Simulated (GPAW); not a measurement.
# A 7-layer slab of Sr(111) in an electric field, part 2 of 2

Wanted: the out-of-plane polarisability of a 7-layer slab of Sr(111).

GPAW 26.7.0; GPAW, PAW setups; slab in vacuum, relaxation (the session's first sound run).

So far. Step 5 (Field on): The dipole is now -0.234 e Å, against 0.0014 in the run without a field. Step 8 (In a field): The dipole is now 0.237 e Å, against 0.0014 in the run without a field.

## 9. Field on

Contents of run.py:

```python
import json
import numpy as np
from ase import Atoms
from gpaw import GPAW, PW
from gpaw.external import ConstantElectricField

slab = Atoms(
    ['Sr', 'Sr', 'Sr', 'Sr', 'Sr', 'Sr', 'Sr'],
    positions=[
        [0.00000, 0.00000, 7.00000],
        [2.14960, 1.24107, 10.51029],
        [4.29921, 2.48215, 14.02058],
        [-0.00000, -0.00000, 17.53093],
        [2.14960, 1.24107, 21.04264],
        [4.29921, 2.48215, 24.58245],
        [-0.00000, -0.00000, 28.01959]],
    cell=[[4.29921, 0.0, 0.0], [2.1496, 3.72322, 0.0], [0.0, 0.0, 35.06174]],
    pbc=[True, True, False])

slab.calc = GPAW(mode=PW(400), xc='PBE', kpts={'size': (9, 9, 1), 'gamma': True},
                 occupations={'name': 'fermi-dirac', 'width': 0.1}, nbands='160%',
                 convergence={'density': 1e-05}, maxiter=200,
                 poissonsolver={'dipolelayer': 'xy'},
                 external=ConstantElectricField(0.2, [0, 0, 1]),
                 symmetry={'tolerance': 1e-3}, txt='slab.txt')
result = {}
energy = slab.get_potential_energy()
fermi = slab.calc.get_fermi_level()
v = slab.calc.get_electrostatic_potential().mean((0, 1)) - fermi
n = slab.calc.get_pseudo_density().mean((0, 1))
L = slab.cell[2, 2]
z = np.arange(len(v)) * L / len(v)
low, high = slab.positions[:, 2].min(), slab.positions[:, 2].max()
below, above = np.interp([low - 4.8, high + 4.8], z, v)
slopes = [np.interp(x, z, np.gradient(v, z)) for x in (low - 4.8, high + 4.8)]
eps = np.array([[slab.calc.get_eigenvalues(k, s) for k in range(len(slab.calc.get_ibz_k_points()))]
                for s in range(slab.calc.get_number_of_spins())]) - fermi
top, bottom = eps[eps < 0].max(), eps[eps > 0].min()
dipole = slab.get_dipole_moment()[2]
print(f'energy {energy:.4f} eV, Fermi level {fermi:.4f} eV, dipole {dipole:.5f} e A')
print(f'potential 4.8 A off the faces, from the Fermi level: lower {below:.4f} eV, upper {above:.4f} eV')
print(f'slope of the potential there: lower {slopes[0]:.5f}, upper {slopes[1]:.5f} eV/A')
print(f'nearest levels on the mesh: {top:.4f} and {bottom:.4f} eV')
print('magnetic moment', round(slab.get_magnetic_moment(), 3))
result.update(energy=energy, fermi=fermi, dipole=dipole, below=below, above=above, slopes=slopes, edges=[top, bottom],
              z=z.tolist(), v=v.tolist(), n=n.tolist(), positions=slab.positions.tolist(),
              forces=slab.get_forces(apply_constraint=False).tolist(), moments=slab.get_magnetic_moments().tolist())
json.dump(result, open('result.json', 'w'))
```

Launch:

```
OMP_NUM_THREADS=1 OPENBLAS_NUM_THREADS=1 python run.py
```

Log:

```text
energy -11.0121 eV, Fermi level 1.6648 eV, dipole 0.47263 e A
potential 4.8 A off the faces, from the Fermi level: lower 5.3958 eV, upper 0.0585 eV
slope of the potential there: lower -0.01551, upper 0.00574 eV/A
nearest levels on the mesh: -0.0241 and 0.0353 eV
magnetic moment 0.0
```

It took 9.1 min on 1 thread of AMD EPYC 7R13 (Zen 3), shared host; peak memory 0.74 GiB.

Table of electrostatic potential energy of an electron (without an applied field's), less the Fermi level, planar mean by z:

```csv
z (Å),"electrostatic potential energy of an electron (without an applied field's), less the Fermi level, planar mean (eV)"
0,2.73
1,5.40
2,5.40
3,5.37
4,5.22
5,4.45
6,1.09
7,-10.7
8,1.17
9,3.16
10,-4.78
11,-5.34
12,2.51
13,0.401
14,-12.0
15,-0.290
16,1.80
17,-5.85
18,-7.09
19,1.08
20,-0.857
21,-13.4
22,-1.86
23,0.474
24,-6.53
25,-9.33
26,-0.502
27,-2.47
28,-14.8
29,-3.68
30,-0.635
31,-0.0471
32,0.0465
33,0.0593
34,0.0611
```

The dipole is now 0.473 e Å, against 0.0014 in the run without a field.

## 10. In a field

run.py, as its differences from that of step 9:

```diff
@@ -23,3 +23,3 @@
                  poissonsolver={'dipolelayer': 'xy'},
-                 external=ConstantElectricField(0.2, [0, 0, 1]),
+                 external=ConstantElectricField(0.3, [0, 0, 1]),
                  symmetry={'tolerance': 1e-3}, txt='slab.txt')
```

Log:

```text
energy -11.0711 eV, Fermi level 1.6568 eV, dipole 0.70893 e A
potential 4.8 A off the faces, from the Fermi level: lower 6.7608 eV, upper -1.2442 eV
slope of the potential there: lower -0.02062, upper 0.00473 eV/A
nearest levels on the mesh: -0.0238 and 0.0324 eV
magnetic moment 0.0
```

The job ended after 8.2 min (1 thread; peak memory 0.74 GiB).

Table of electrostatic potential energy of an electron (without an applied field's), less the Fermi level, planar mean by z:

```csv
z (Å),"electrostatic potential energy of an electron (without an applied field's), less the Fermi level, planar mean (eV)"
0,2.77
1,6.77
2,6.76
3,6.73
4,6.55
5,5.72
6,2.25
7,-9.63
8,2.12
9,4.02
10,-4.02
11,-4.69
12,3.06
13,0.854
14,-11.6
15,-0.0360
16,1.95
17,-5.79
18,-7.14
19,0.928
20,-1.10
21,-13.7
22,-2.31
23,-0.0740
24,-7.17
25,-10.1
26,-1.35
27,-3.41
28,-15.9
29,-4.84
30,-1.89
31,-1.34
32,-1.25
33,-1.24
34,-1.24
```

The dipole is now 0.709 e Å, against 0.0014 in the run without a field.

## 11. The series

The members are put on one axis.

This step: induced dipole against applied field (GPAW 26.7.0).

Dipole along the normal against field:

```csv
field (V/Å),dipole along the normal (e·Å)
-0.200,-0.470
-0.100,-0.234
-0.050,-0.116
0.000,0.00145
0.050,0.119
0.100,0.237
0.200,0.473
0.300,0.709
```

## 12. Summary of results

| Item | Value |
| --- | --- |
| work function, upper and lower face | 2.692 and 2.708 eV |
| dipole along the normal | 0.00145 e Å |
| induced dipole per field | 2.36 e Å per V/Å |
| out-of-plane polarisability per area, α/(ε0 A) | 26.6 Å |

The field induces 2.36 e Å per V/Å, a polarisable thickness α/(ε0 A) of 26.6 Å beside 21.0 Å between the outermost nuclei. A perfect conductor would give the distance between its two image planes; a dielectric of thickness t gives t(1 - 1/ε). The measured value for polycrystalline Sr, which weights the faces of low work function, is 2.59 eV (as compiled in "Anisotropic work function of elemental crystals", 2019, arxiv:1902.07811); the relaxed upper face lies 0.10 eV over it with PBE. Measured work functions scatter by a tenth of an eV or more between methods. The induced dipole is linear in the field over this range. The small printed dipole stands for a step of -16 meV from the lower to the upper face, and the probes find -16 meV; values this small are near the numerical noise of both. The in-plane lattice was kept as typed, which isn't the functional's own and leaves some strain; spin-orbit coupling and temperature are left out.

[Logs are printed without paths, hosts, clocks, repeated set-up lines and the standing remarks that a program may print on its own settings, such as how far it seeks lower states.]

[Hosts, paths, dates, database ids (printed as entryN), source tags and the programs' standing remarks are cut or masked in the printed files.]
